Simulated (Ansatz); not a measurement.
# GaN (P6_3mc): how G0W0 depends on its starting point

One-shot GW is not self-consistent; how far does the start matter for GaN (P6_3mc)?

Program: Ansatz 0.2.0. Level of theory: G0W0 on several functionals, plane waves, PAW. Results are calculated unless marked as measured.

The database entry behind the starting cell differs from later determinations by our own check (about 0.3 % short, ideal inner coordinate), so it need not match the best structure at ambient conditions.

In doubt: masses and optical values from hybrid runs of this build are listed as unsure (step 4), which bears on the screening that GW takes from such a start.

## (1) The starting structure

The structure is hexagonal, space group P6_3mc (No. 186). The conventional cell has a = 3.180 Å, b = 3.180 Å, c = 5.166 Å, α = 90.00°, β = 90.00°, γ = 120.00°. Ga has 4 N at 1.94 to 1.95 Å nearest. Nearest to N lie 4 Ga at 1.94 to 1.95 Å. Farther neighbours and most contacts between anions are not listed.

The cell and positions come from the Crystallography Open Database and are kept as given unless a step says otherwise. The default PAW set here is soft_2. Its files were made with PBE.

## (2) G0W0 on PBE

G0W0 replaces the xc potential by the self-energy, built once from these orbitals. Only a window of levels is corrected, while the sums run over the empty bands that the input names.

This step: G0W0 on PBE, plane waves, PAW.

File input.yaml:

```yaml
crystal:
  lattice:
    - [3.18, 0.0, 0.0]
    - [-1.59, 2.753960784, 0.0]
    - [0.0, 0.0, 5.166]
  atoms:
    - { symbol: Ga, position: [0.3333333333, 0.6666666667, 0.0] }
    - { symbol: Ga, position: [0.6666666667, 0.3333333333, 0.5] }
    - { symbol: "N", position: [0.3333333333, 0.6666666667, 0.375] }
    - { symbol: "N", position: [0.6666666667, 0.3333333333, 0.875] }
kpoints:
  mp_grid: { grid: [6, 6, 4] }
hamiltonian:
  xc: pbe
scf:
  occupations: { method: fixed }
gw:
  n_empty_bands: 135
  ecut_chi: 120
  qp_bands: [v2, c2]
  qp_kpoints: band_edges
  screening: { model: contour_deformation }
```

The run is started by

```
> ansatz run input.yaml --threads 3 --pin off --max-ram 92160MiB --backend cuda --events-out ev --progress --plain --runs-dir out --devices 1 --max-vram 13GiB  # rebuilt from the run's record
```

Numbers of over 12 decimals in the logs are rounded to 6 here.

What it wrote:

```text
GPUs: using 1 of 1 available (devices: 1).
Engine: ansatz 0.2.0, x86_64-unknown-linux-gnu
Pseudopotentials: kind: paw
Pseudopotential: Ga, paw, valence charge 13, recommended cutoff 420 eV (normal), Ga.paw.azcp
Pseudopotential: N, paw, valence charge 5, recommended cutoff 420 eV (normal), N.paw.azcp
Functional definition: PBE
  parameter kappa = 0.804
  parameter beta = 0.066725
  exchange = pbe_x(kappa = kappa, mu = beta*pi^2/3)
  correlation = pbe_c(beta = beta)
device memory: the entry about to start is reckoned to put 0.6 GiB on a device that reports 43.0 GiB free (of which the cap on the GPU budget leaves the run 13.0 GiB)
GPU FFT provider: cuFFT
GPU libraries: cuBLAS 13.8.2, cuFFT 12.4.0, cuSOLVER 12.3.4
Crystal: 4 atoms, lattice volume = 45.242 Å³
Basis set: ecut = 420 eV, 881 PW (Γ)
Bands: 22, of which v1, the nominal top of the filled ones, is band 18 counted from 1 (17 counted from 0)
Symmetry: 12 space group operations
Space group: P63mc (ITA 186), of the structure as read, at distance tolerance 3.6e-5 Å
k-points: 21 of 144 (time reversal used)
Non-local potential: Ga, projectors of the file, l = 0: 2, l = 1: 2, l = 2: 3, l = 3: 1
Non-local potential: N, projectors of the file, l = 0: 2, l = 1: 2, l = 2: 1
PAW form: soft (Blöchl's): semilocal exchange-correlation on the pseudo side does not see the compensation charge
PAW one-centre angular grid: Ga, 590 points (default); XC on 64 Gauss nodes
PAW one-centre angular grid: N, 110 points (default); XC on 64 Gauss nodes
Initial density: superposition of atomic densities (neutral atoms: chi_scale 0, normalization atom), corrected by the library's trained network
Initial wavefunctions: pseudopotential atomic-orbital guess
GPU buffer pool allocated for 20736 grid points (all kernels)
GPU transforms: local potential and band sums: pruned to the plane-wave sphere, on 24×24×36
Functional: x = pbe(κ = 0.804, μ = 0.219515), c = pbe(β = 0.066725)
SCF iter   1: F=—  HF=-8335.790942 eV  |F-HF|=—  |Δ(HF+E_count)|=         —  Δρ=7.78e-4  dr2=1.22e-4  ethr=1.77e-3  ⟨swp⟩=4.4  Hψ=1698  notcnv=0  defer=21
preconditioner: auto → Resta (q_TF=auto, 2.626 Å⁻¹)  ε∞=5.0  [insulator: Δε(μ)=1.958 eV  Ē_g=16.645 eV  n_scr=22 (ndim 8)  ℏωp=33.1 eV  f_vac=0.008  ε∞_Penn≈5.0]
SCF iter   2: F=—  HF=-8335.791553 eV  |F-HF|=—  |Δ(HF+E_count)|=   6.11e-4  Δρ=4.01e-4  dr2=2.53e-5  ethr=3.38e-7  ⟨swp⟩=2.8  Hψ=1084  notcnv=0  defer=40
SCF iter   3: F=—  HF=-8335.791675 eV  |F-HF|=—  |Δ(HF+E_count)|=   1.22e-4  Δρ=1.83e-4  dr2=6.64e-6  ethr=7.03e-8  ⟨swp⟩=2.0  Hψ=833  notcnv=0  defer=18
SCF iter   4: F=—  HF=-8335.791701 eV  |F-HF|=—  |Δ(HF+E_count)|=   2.60e-5  Δρ=4.96e-5  dr2=8.34e-7  ethr=1.84e-8  ⟨swp⟩=2.0  Hψ=825  notcnv=0  defer=40
iter 5 did not close the SCF: its close was put off for the readings that it lacked (scf_convergence_deferred on its scf_iter line)
SCF iter   5: F=-8335.791703 eV  HF=-8335.791703 eV  |F-HF|=1.89e-7  |Δ(HF+E_count)|=   2.10e-6  Δρ=1.65e-5  dr2=9.49e-8  ethr=2.32e-9  ⟨swp⟩=2.0  Hψ=819  notcnv=0  defer=41
SCF iter   6: F=-8335.791703 eV  HF=-8335.791703 eV  |F-HF|=9.71e-10  |Δ(HF+E_count)|=   2.09e-7  Δρ=6.09e-6  dr2=1.52e-8  ethr=2.64e-10  ⟨swp⟩=3.1  Hψ=1828  notcnv=0
SCF 1 converged in 6 iterations: F = -8335.791703 eV  dr2 = 1.52e-8
  greatest PAW one-centre occupation: 0.995 electrons in one spin orbital (limit 2), on the Ga atom at site 1 (counted from 0), in its partial waves of l = 2
device memory: the entry about to start is reckoned to put 0.7 GiB on a device that reports 43.2 GiB free (of which the cap on the GPU budget leaves the run 13.0 GiB)
NSCF: frozen V_eff on 21 k-points, pencils in batches of 32, up to order 88
the band table was solved once the SCF had ended and its energy, with any forces and stress, was formed, with the checks that follow a solve (1893 applications of the Hamiltonian). They found nothing against the state; the energy, forces and stress were not computed again (output.eigenvalues in the input reference)
device memory: the entry about to start is reckoned to put 2.8 GiB on a device that reports 45.1 GiB free (of which the cap on the GPU budget leaves the run 13.0 GiB)
NSCF: frozen V_eff on 21 k-points
G₀W₀ screening: q 1/21
[... further progress lines ...]
SCF converged after 6 iterations
Free energy (F): -8335.791703 eV
Harris-Foulkes:  -8335.791703 eV  (|F-HF|=9.71e-10)
Internal energy: -8335.791703 eV  (E = F + TS)
E sigma→0 (E₀):  -8335.791703 eV
Fermi energy:    9.854318 eV
--- Per-component energies (eV) ---
  E_band       = -5.293783
  E_kinetic    = 495.432446
  E_local      = -3889.025608  (includes V_loc(G=0)·N_el)
  E_nonlocal   = 948.896444
  E_hartree    = 1791.485161
  E_xc         = -257.974201
  E_vxc        = -268.787441  (∫ρ·V_xc dr)
  E_paw        = -4240.779271  (= ΣΔE_a)
  E_vpaw       = -874.779307  (= ΣTr[D̂ρ^β])
  E_aug_tail   = 0.000054  (compensation charges beyond the density's cutoff)
  E_ewald      = -3183.826728
  E_smearing   = -0.000000  (= −TS)
  E_closure    = -0.000000  (closes the sum)
  Σ components = -8335.791703   (vs F -8335.791703, Δ=0.00e0)
--- Band table (eV; the first three rows and the last of 21) ---
  k-point 0: bands = [... 14 lower, 8.7923, 9.7945, 9.8543, 9.8543, 11.8177, 14.1555, 19.1068, 19.7821]
  k-point 1: bands = [... 14 lower, 8.9404, 8.9404, 9.6917, 9.6917, 13.0059, 14.2610, 18.7172, 19.4889]
  k-point 2: bands = [... 14 lower, 9.3096, 9.3096, 9.3096, 9.3096, 14.1440, 14.1440, 18.3986, 18.3986]
  k-point 20: bands = [... 14 lower, 5.6279, 5.6279, 8.3471, 8.3471, 16.3479, 16.3479, 17.1830, 17.1830]
--- G₀W₀: contour deformation, 6 samples at zero and on the imaginary axis and 2 off it, 144 q-points, 135 empty bands' worth ---
  eigenvalues of the whole cell's RPA ε∞ on this k-mesh (on a slab, of 1 + 4πα/V) = 5.8940, 5.9403, 5.9403; static W/v taken at q = 0 is 0.168711
  bands read: the sum over 153 bands ends inside a degenerate multiplet in 8 slots, whose members it reads at an even weight; the widest, k=2: bands 153 to 156 (counted from 1) at 1/4 each
  gw.qp_kpoints: band_edges: 15 of 21 stored k-points solved, in 1 pass; an edge of the gap read off the rows below is read off those points alone
    valence top: of the k-points left out ik 12 came nearest to being solved in a further pass, in band 18 (counted from 1, as in the quasiparticle table): it holds the edge there only if its correction is more favourable than any solved in that band by at least 0.936 eV; those differ by 0.313 eV
    conduction bottom: of the k-points left out ik 12 came nearest to being solved in a further pass, in band 19 (counted from 1, as in the quasiparticle table): it holds the edge there only if its correction is more favourable than any solved in that band by at least 2.648 eV; those differ by 0.569 eV
    ik  band        ε_KS         Σx   Σc(E_QP)       V_xc       Z   E_QP_lin       E_QP  E_QP is
     0    17      9.8543   -23.9590     3.1248   -20.3066  0.7728     9.3231     9.3267  root
     0    18      9.8543   -23.9590     3.1248   -20.3066  0.7728     9.3231     9.3267  root
     0    19     11.8177   -11.5150    -3.6567   -15.7845  0.8067    12.4344    12.4305  root
     0    20     14.1555   -10.1928    -4.4079   -15.3186  0.8124    14.8799    14.8734  root
     1    17      9.6917   -23.8218     3.1683   -20.1054  0.7724     9.1396     9.1436  root
     1    18      9.6917   -23.8218     3.1683   -20.1054  0.7724     9.1396     9.1436  root
     1    19     13.0059   -12.1625    -3.6507   -16.4894  0.7977    13.6873    13.6821  root
     1    20     14.2610   -10.1614    -4.4325   -15.3280  0.8093    15.0020    14.9951  root
     2    17      9.3096   -23.4763     3.2543   -19.6293  0.7713     8.7120     8.7169  root
     2    18      9.3096   -23.4763     3.2543   -19.6293  0.7713     8.7120     8.7169  root
     2    19     14.1440   -10.8338    -4.2909   -15.8887  0.7990    14.9158    14.9079  root
     2    20     14.1440   -10.8338    -4.2909   -15.8887  0.7990    14.9158    14.9079  root
     3    17      9.5024   -23.4955     3.1459   -19.7879  0.7725     8.9365     8.9408  root
     3    18      9.6156   -23.7129     3.1800   -19.9784  0.7721     9.0569     9.0610  root
     3    19     13.3371   -11.9740    -3.7608   -16.4394  0.7965    14.0474    14.0417  root
     3    20     15.4342   -10.4485    -4.6330   -15.9139  0.8016    16.2765    16.2665  root
     4    17      9.1346   -23.2258     3.2376   -19.3756  0.7713     8.5167     8.5220  root
     4    18      9.4010   -23.5136     3.2246   -19.7067  0.7716     8.8141     8.8187  root
     4    19     13.9094   -11.4793    -4.0052   -16.2189  0.7949    14.6508    14.6439  root
     4    20     15.5033   -10.4168    -4.6847   -15.9499  0.7974    16.3624    16.3517  root
     5    17      8.9120   -23.0672     3.3211   -19.1081  0.7701     8.2680     8.2740  root
     5    18      8.9120   -23.0672     3.3211   -19.1081  0.7701     8.2680     8.2740  root
     5    19     15.0450   -10.7174    -4.4997   -16.0277  0.7908    15.8656    15.8556  root
     5    20     15.0450   -10.7174    -4.4997   -16.0277  0.7908    15.8656    15.8556  root
[...]
18    17      6.8121   -21.4884     3.7176   -16.9436  0.7578     5.9711     5.9850  root
    18    18      7.1382   -21.7960     3.6940   -17.2612  0.7607     6.2836     6.2974  root
    18    19     14.9849    -7.4980    -4.1595   -11.8988  0.8224    15.2268    15.2262  root
    18    20     17.7281   -11.2599    -5.4699   -17.9080  0.7691    18.9379    18.9064  root
    20    17      8.3471   -22.3645     3.3995   -18.3045  0.7674     7.6798     7.6865  root
    20    18      8.3471   -22.3645     3.3995   -18.3045  0.7674     7.6798     7.6865  root
    20    19     16.3479    -9.5409    -4.7470   -14.9898  0.8071    17.0570    17.0497  root
    20    20     16.3479    -9.5409    -4.7470   -14.9898  0.8071    17.0570    17.0497  root
```

Wall time 15 s (1 × NVIDIA H100 80GB HBM3 (shared by 6 runs) with 3 threads of AMD EPYC 7R13 (Zen 3), shared host); peak memory 1.2 GiB; 23 s of CPU time.

Numbers from this step:

| Item | Value |
| --- | --- |
| bands summed | 153 |
| RPA ε∞ on this mesh (eigenvalues) | 5.894, 5.940, 5.940 |
| plane waves in the screening matrix | 135 |
| q-points in the mesh | 144 |
| G0W0 gap on the mesh | 3.104 eV |
| k of the valence top | 0, 0, 0 |
| k of the conduction bottom | 0, 0, 0 |
| starting gap on the mesh | 1.963 eV |
| Z at the valence top | 0.7728 |
| Z at the conduction bottom | 0.8067 |
| least direct G0W0 gap on the computed points | 3.104 eV |

The gap on the mesh goes from 1.96 eV to 3.10 eV, a correction of +1.14 eV. Between the two edge states, bare exchange in place of the xc potential would open the gap by 7.92 eV, and correlation takes back 6.78 eV.

## (3) G0W0 on LDA

The same correction from a different start measures what one shot leaves open.

This step: G0W0 on LDA, plane waves, PAW.

Changes to input.yaml since step 2:

```diff
@@ -13,3 +13,3 @@
 hamiltonian:
-  xc: pbe
+  xc: lda
 scf:
```

What it wrote:

```text
GPUs: using 1 of 1 available (devices: 1).
[...]
GPU FFT provider: cuFFT
GPU libraries: cuBLAS 13.8.2, cuFFT 12.4.0, cuSOLVER 12.3.4
Crystal: 4 atoms, lattice volume = 45.242 Å³
Basis set: ecut = 420 eV, 881 PW (Γ)
Bands: 22, of which v1, the nominal top of the filled ones, is band 18 counted from 1 (17 counted from 0)
[... 1 set-up line as in the run before ...]
[...]
k-points: 21 of 144 (time reversal used)
[...]
GPU buffer pool allocated for 20736 grid points (all kernels)
[...]
SCF iter   1: F=—  HF=-8164.191032 eV  |F-HF|=—  |Δ(HF+E_count)|=         —  Δρ=1.34e-2  dr2=7.77e-2  ethr=1.77e-3  ⟨swp⟩=4.4  Hψ=1698  notcnv=0  defer=21
[...]
SCF iter   6: F=-8164.168012 eV  HF=-8164.168012 eV  |F-HF|=8.82e-9  |Δ(HF+E_count)|=   1.49e-6  Δρ=1.17e-5  dr2=6.65e-8  ethr=2.78e-10  ⟨swp⟩=2.5  Hψ=1802  notcnv=0
SCF 1 converged in 6 iterations: F = -8164.168012 eV  dr2 = 6.65e-8
[...]
NSCF: frozen V_eff on 21 k-points, pencils in batches of 32, up to order 88
[...]
NSCF: frozen V_eff on 21 k-points
G₀W₀ screening: q 1/21
[... further progress lines ...]
SCF converged after 6 iterations
Free energy (F): -8164.168012 eV
[...]
Internal energy: -8164.168012 eV  (E = F + TS)
E sigma→0 (E₀):  -8164.168012 eV
Fermi energy:    9.484251 eV
[...]
--- Band table (eV; the first three rows and the last of 21) ---
  k-point 0: bands = [... 14 lower, 8.4098, 9.4211, 9.4843, 9.4843, 11.4556, 13.6776, 18.5825, 19.2214]
  k-point 1: bands = [... 14 lower, 8.5591, 8.5591, 9.3193, 9.3193, 12.6181, 13.7914, 18.1940, 18.9262]
  k-point 2: bands = [... 14 lower, 8.9324, 8.9324, 8.9324, 8.9324, 13.7121, 13.7121, 17.8574, 17.8574]
  k-point 20: bands = [... 14 lower, 5.2001, 5.2001, 7.9587, 7.9587, 15.8591, 15.8591, 16.6696, 16.6696]
[...]
0    17      9.4843   -23.8958     3.0473   -20.4833  0.7719     9.1175     9.1191  root
     0    18      9.4843   -23.8958     3.0473   -20.4833  0.7719     9.1175     9.1191  root
     0    19     11.4556   -11.6232    -3.7266   -16.1553  0.8049    12.2679    12.2610  root
     0    20     13.6776   -10.3251    -4.4900   -15.8380  0.8113    14.7147    14.7004  root
     1    17      9.3193   -23.7573     3.0899   -20.2861  0.7715     8.9361     8.9379  root
     1    18      9.3193   -23.7573     3.0899   -20.2861  0.7715     8.9361     8.9379  root
     1    19     12.6181   -12.2131    -3.7399   -16.8269  0.7961    13.5009    13.4919  root
     1    20     13.7914   -10.2738    -4.5178   -15.8183  0.8083    14.8327    14.8180  root
[...]
20    17      7.9587   -22.3084     3.3193   -18.5237  0.7667     7.4902     7.4933  root
    20    18      7.9587   -22.3084     3.3193   -18.5237  0.7667     7.4902     7.4933  root
    20    19     15.8591    -9.6634    -4.8468   -15.5364  0.8062    16.9024    16.8854  root
    20    20     15.8591    -9.6634    -4.8468   -15.5364  0.8062    16.9024    16.8854  root
```

The job ended after 13 s (1 × NVIDIA H100 80GB HBM3 (shared by 6 runs) with 3 threads; peak memory 1.1 GiB).

This step gave:

| Item | Value |
| --- | --- |
| bands summed | 153 |
| RPA ε∞ on this mesh (eigenvalues) | 5.974, 6.045, 6.045 |
| plane waves in the screening matrix | 135 |
| q-points in the mesh | 144 |
| G0W0 gap on the mesh | 3.142 eV |
| k of the valence top | 0, 0, 0 |
| k of the conduction bottom | 0, 0, 0 |
| starting gap on the mesh | 1.971 eV |
| Z at the valence top | 0.7719 |
| Z at the conduction bottom | 0.8049 |
| least direct G0W0 gap on the computed points | 3.142 eV |

Against the run with 6×6×4 mesh, 135 empty bands, screening to 120 eV on PBE, the gap moves by +0.04 eV.

## (4) G0W0 on HSE06

This step: G0W0 on HSE06, plane waves, PAW.

Changes to input.yaml since step 3:

```diff
@@ -13,3 +13,3 @@
 hamiltonian:
-  xc: lda
+  xc: hse06
 scf:
```

What it wrote:

```text
GPUs: using 1 of 1 available (devices: 1).
[...]
davidson cushion auto → on  (no smearing: the cushion is to keep the highest requested band from converging to the state above it; pin scf.eigensolver.cushion to override)
[...]
GPU FFT provider: cuFFT
GPU libraries: cuBLAS 13.8.2, cuFFT 12.4.0, cuSOLVER 12.3.4
Crystal: 4 atoms, lattice volume = 45.242 Å³
Basis set: ecut = 420 eV, 881 PW (Γ)
[...]
1    19     13.4452   -11.3431    -3.6579   -15.5014  0.8277    13.9471    13.9456  root
     1    20     14.8673    -9.6792    -4.2298   -14.3674  0.8369    15.3272    15.3258  root
[...]
20    17      7.4071   -22.2388     3.0785   -19.0709  0.7990     7.3177     7.3178  root
    20    18      7.4071   -22.2388     3.0785   -19.0709  0.7990     7.3177     7.3178  root
    20    19     16.9825    -8.9665    -4.4617   -13.8289  0.8362    17.3844    17.3832  root
    20    20     16.9825    -8.9665    -4.4617   -13.8289  0.8362    17.3844    17.3832  root
[key lines of the parts left out:]
Free energy (F): -8336.816661 eV
Fermi energy:    9.018885 eV
```

Run time: 35 s. Hardware: 1 × NVIDIA H100 80GB HBM3 (shared by 6 runs) with 3 threads; peak memory 1.6 GiB.

This step gave:

```yaml
bands_summed: 153
rpa_eps_infinity_on_this_mesh_eigenvalues: 4.515, 4.515, 4.526
plane_waves_in_the_screening_matrix: 135
g0w0_gap_on_the_mesh: 3.695 eV
k_of_the_valence_top: 0, 0, 0
k_of_the_conduction_bottom: 0, 0, 0
starting_gap_on_the_mesh: 3.233 eV
least_direct_g0w0_gap_on_the_computed_points: 3.695 eV
```

Against the run with 6×6×4 mesh, 135 empty bands, screening to 120 eV on LDA, the gap moves by +0.55 eV, while the start moved by +1.26 eV.

## (5) The starts together

All on the 6×6×4 mesh with 135 empty bands and screening to 120 eV. Times are wall times on 1 × NVIDIA H100 80GB HBM3 (shared by 6 runs) with 3 threads of AMD EPYC 7R13 (Zen 3), shared host, good to a factor of about two.

```
start  starting gap (eV)  shift (eV)  G0W0 gap (eV)  RPA ε∞ (harmonic mean)  Z (valence, conduction)  time
  PBE               1.96       +1.14           3.10                    5.92               0.77, 0.81  15 s
  LDA               1.97       +1.17           3.14                    6.02               0.77, 0.80  13 s
HSE06               3.23       +0.46           3.70                    4.52               0.80, 0.83  35 s
```

The parts of the quasiparticle energy at the two band edges (eV; QP = start + Σx + Σc − Vxc):

```
  run               edge  start      Σx     Σc     Vxc     Z     QP
  PBE        valence top   9.85  -23.96   3.12  -20.31  0.77   9.33
  PBE  conduction bottom  11.82  -11.52  -3.66  -15.78  0.81  12.43
  LDA        valence top   9.48  -23.90   3.05  -20.48  0.77   9.12
  LDA  conduction bottom  11.46  -11.62  -3.73  -16.16  0.80  12.26
HSE06        valence top   9.02  -23.70   2.87  -20.82  0.80   9.00
HSE06  conduction bottom  12.25  -10.88  -3.63  -14.96  0.83  12.70
```

For a hybrid start, Vxc holds its share of exact exchange.

## (6) Outcome

```yaml
g0w0_pbe: 3.10 eV (start 1.96 eV)
g0w0_lda: 3.14 eV (start 1.97 eV)
g0w0_hse06: 3.70 eV (start 3.23 eV)
known_limits: not at the basis limit; no spin-orbit coupling
```

The starting gaps span 1.27 eV and the G0W0 gaps 0.59 eV. Between PBE and HSE06, 0.59 eV of the 1.27 eV survives, 47 %. HSE06 screens less than PBE (ε∞ 4.52 against 5.92). Of the 0.59 eV by which its G0W0 gap is higher, the correlation part gives +0.28 eV, and exchange with the one-particle terms, which follow the orbitals, +0.31 eV. The smallest correction, +0.46 eV, is on HSE06, the start nearest to reproducing itself. Bands and cutoff are finite, so the gap is not at the basis limit. The miss can reach some tenths of an eV and take either sign; the mesh is an error of its own. The many-body steps are scalar-relativistic: spin-orbit coupling is not in them.

[Paths, hosts, dates, memory and timing lines, banners, echoed tables and standing remarks are left out of the program output.]

[Logs are printed without paths, hosts, clocks, repeated set-up lines and the standing remarks that a program may print on its own settings, such as how far it seeks lower states.]

[Runs of the session that timed out or met a known fault of the program may be left out.]

[Cells called generated may have been cut or substituted from an entry of the Crystallography Open Database or the Materials Project.]

[Hosts, paths, dates, database ids (printed as entryN), source tags and the programs' standing remarks are cut or masked in the printed files.]
